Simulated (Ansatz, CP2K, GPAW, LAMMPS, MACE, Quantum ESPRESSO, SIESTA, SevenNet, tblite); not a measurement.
# Which run comes nearest? Glassy 97GeO2-3Na2O (mol %) (93 atoms)

Density of this cell: 3.69 g/cm³. The cell holds 93 atoms: 30 Ge, 2 Na and 61 O. Its edges and angles: a = 11.292 Å, b = 11.292 Å, c = 11.292 Å, α = 90.0°, β = 90.0°, γ = 90.0°. 93 atoms (30 Ge, 2 Na, 61 O) placed at random at 3.66 g/cm³, melted at 4000 K for 10 ps at fixed volume with the Morse and Coulomb pair potential with partial charges (Pedone, Malavasi, Menziani, Cormack and Segre, J. Phys. Chem. B 110, 11780 (2006)). Quenched from 4000 K to 300 K at 60 K/ps and fixed volume, held 10 ps at zero pressure.

Geometry: as built.

The reference, a calculation:

```
method                                           : Kohn-Sham DFT, PBE, SSSP efficiency 1.3.0 pseudopotentials, plane waves (Quantum ESPRESSO 7.5); sssp-pbe-1.3.0-efficiency, cutoffs 60/480 Ry, Γ point
r.m.s. force component                           : 1.217 eV/Å
longest force                                    : 4.2 eV/Å
pressure                                         : 6.422 GPa
gap (highest filled to lowest empty level) : 0.9486 eV
time                                             : 5.1 min on 4 MPI ranks of Arm Neoverse V2, shared host
CPU time                                         : 21 min
```

Q: Estimate the differences from the reference, the CPU time and the memory of each run.
- CP2K PBE, DZVP-MOLOPT-SR, 1200/50 Ry, OT DIIS (CP2K 2026.2; 1 thread)
- tblite GFN1-xTB (tblite 0.8.0; 1 thread)
- MACE MP-0b2 small potential (MACE MP-0b2 small; 1 thread)
- SevenNet l3i5 potential (SevenNet l3i5; 1 thread)
- SIESTA PBE, DZ, shift 0.01 Ry, mesh 500 Ry (SIESTA 5.4.2; 2 MPI ranks)
- GPAW PBE, LCAO sz(dzp), h 0.18 Å (GPAW 26.7.0; 1 thread)
- GPAW PBE, LCAO dzp, h 0.18 Å (GPAW 26.7.0; 1 thread)
- SevenNet 0 potential (SevenNet 0; 1 thread)
- GPAW PBE, LCAO dzp, h 0.16 Å (GPAW 26.7.0; 2 MPI ranks)
- SIESTA PBE, DZP, shift 0.01 Ry, mesh 500 Ry (SIESTA 5.4.2; 2 MPI ranks)

Differences are against the plane-wave reference, forces as r.m.s. over components; share is that over the reference's r.m.s. force, slope the least-squares factor from reference forces to these. Total energies of different programs have different zeros and aren't compared.

| run | Δ force, r.m.s. (meV/Å) | share (%) | slope | Δ pressure (GPa) | Δ gap (eV) | cores | CPU time | memory (GiB) |
| --- | --- | --- | --- | --- | --- | --- | --- | --- |
| reference | - | - | - | - | - | 4 | 21 min | 5 |
| CP2K PBE, DZVP-MOLOPT-SR, 1200/50 Ry, OT DIIS | 96.2 | 7.91 | 1.015 | 0.874 | -0.171 | 1 | 12 min | 4.5 |
| tblite GFN1-xTB | 541 | 44.5 | 0.606 | -3.68 | - | 1 | 5 s | 0.13 |
| MACE MP-0b2 small potential | 165 | 13.6 | 0.947 | -0.0208 | - | 1 | 6.4 s | 0.67 |
| SevenNet l3i5 potential | 93.9 | 7.72 | 0.968 | -0.285 | - | 1 | 9 s | 1.4 |
| SIESTA PBE, DZ, shift 0.01 Ry, mesh 500 Ry (coarse) | 362 | 29.7 | 1.107 | 6.26 | -0.342 | 2 | 2.7 min | 1.6 |
| GPAW PBE, LCAO sz(dzp), h 0.18 Å (coarse) | 528 | 43.4 | 1.220 | - | -0.493 | 1 | 58 s | 1.4 |
| GPAW PBE, LCAO dzp, h 0.18 Å | 474 | 39.0 | 1.285 | - | -0.145 | 1 | 2.4 min | 1.7 |
| SevenNet 0 potential | 101 | 8.31 | 0.963 | -0.225 | - | 1 | 7.2 s | 0.92 |
| GPAW PBE, LCAO dzp, h 0.16 Å | 472 | 38.8 | 1.283 | - | -0.143 | 2 | 3.6 min | 2.6 |
| SIESTA PBE, DZP, shift 0.01 Ry, mesh 500 Ry | 341 | 28.0 | 1.176 | 6.65 | -0.222 | 2 | 5.7 min | 2.5 |

Rows marked coarse were listed beforehand as settings not expected to be converged; some can still land near the reference.

Times of the machine-learned potentials are mostly Python's start and the loading of weights.

CPU time is summed over cores on a shared host, where runs went side by side, so it is rough. Symmetry, cutoffs, thresholds, outputs and thread counts weren't matched or tuned between programs; memory under MPI is the largest rank's times the ranks.

The PBE runs in local orbitals, coarse settings apart, differ by 7.9 % (CP2K PBE, DZVP-MOLOPT-SR, 1200/50 Ry, OT DIIS) to 39 % (GPAW PBE, LCAO dzp, h 0.18 Å); basis, grid and potentials can all enter. Tight binding differs by 44 % (tblite GFN1-xTB); it is another model, with fitted parameters of its own, and the xTB methods hold dispersion. Machine-learned potentials differ by 7.7 % (SevenNet l3i5 potential) to 14 % (MACE MP-0b2 small potential); they were trained on other programs' data. Runs with settings chosen to be coarse differ by 30 % (SIESTA PBE, DZ, shift 0.01 Ry, mesh 500 Ry) to 43 % (GPAW PBE, LCAO sz(dzp), h 0.18 Å), their programs' other errors included. Periodic xTB results under one method name differ between programs and library versions. Machine-learned potentials mimic data converged in k, so the reference's own k-point error enters their differences. The network of bonds at the start is that of the classical potential that made the cell, and needn't be the one that DFT or experiment would give. The electronic-structure runs sample only Γ, in a cell whose shortest periodic width is 11 Å.

[Logs are printed without paths, hosts, clocks, repeated set-up lines and the standing remarks that a program may print on its own settings, such as how far it seeks lower states.]

[Hosts, paths, dates, database ids (printed as entryN), source tags and the programs' standing remarks are cut or masked in the printed files.]
